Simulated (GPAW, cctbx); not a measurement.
# By hand: from a DFT structure factor to an extinction distance in CaTlH3

CaTlH3, Pm-3m (no. 221), a = 4.3984 Å, b = 4.3984 Å, c = 4.3984 Å, α = 90.00°, β = 90.00°, γ = 90.00°.

| atom | mult. | x | y | z |
| --- | --- | --- | --- | --- |
| Tl1 | 1 | 0 | 0 | 0 |
| Ca1 | 1 | 1/2 | 1/2 | 1/2 |
| H1 | 3 | 1/2 | 1/2 | 0 |

The cell comes from substitution in a known structure type and wasn't matched to any measured phase.

A DFT run (GPAW, PBE, 550 eV, 5×5×5 k-points, Fermi–Dirac width 0.1 eV) gives the static X-ray structure factor of 010 as 57.667 e for the conventional cell; superposed free atoms give 58.089 e. **Problem.** Find the Fourier component V of the crystal potential and the two-beam extinction distance at 120 kV in both cases.

## Step 1: Geometry

The cell volume is Ω = 85.09 Å³ and d(010) = 4.3984 Å, so g = 1/d = 0.2274 Å⁻¹.

## Step 2: The nuclei

Electrons feel nuclei as well as electrons, so the nuclear charges are summed with the same phases.

Phase sums Σ exp(2πi h·x), turned so that the total is real and positive: Tl +1.000, Ca -1.000, H -1.000. Then F_Z = 81 × (+1.000) + 20 × (-1.000) + 1 × (-1.000) = 60.00 e. The electron term has the same sign for this reflection.

## Step 3: Mott–Bethe

Poisson's equation, term by term, gives V = (e/4πε₀)(F_Z − F)/(πΩg²), with e/4πε₀ = 14.3996 V Å.

The prefactor is 14.3996 × 4.3984²/(π × 85.09) = 1.04209 V per electron. Free atoms: (60.00 − 58.089) × 1.04209 = 1.991 V. Crystal: (60.00 − 57.667) × 1.04209 = 2.431 V. F changes by -0.73 % and V by +22.1 %: the same 0.42 e is measured against F_Z − F = 1.9 e in place of F = 58.1 e.

## Step 4: Extinction distance

In the two-beam case ξ = 1/(λU) with U = 2γm₀eV/h², that is ξ = 150.41 V Å²/(γλV).

At 120 kV, λ = 0.03349 Å and γ = 1.2348. Free atoms: ξ = 1826 Å. Crystal: ξ = 1496 Å. The thickness fringes go as sin²(πt/ξ), so the two patterns slip by a quarter of a period when t|1/ξ₁ − 1/ξ₀| = 1/4, at t ≈ 207 nm. Thermal motion, absorption and many-beam coupling, left out here, change a real pattern.

## Step 5: Answer

V(010) is 2.43 V against 1.99 V, and ξ is 1496 against 1826 Å. Limits: static atoms, two beams.
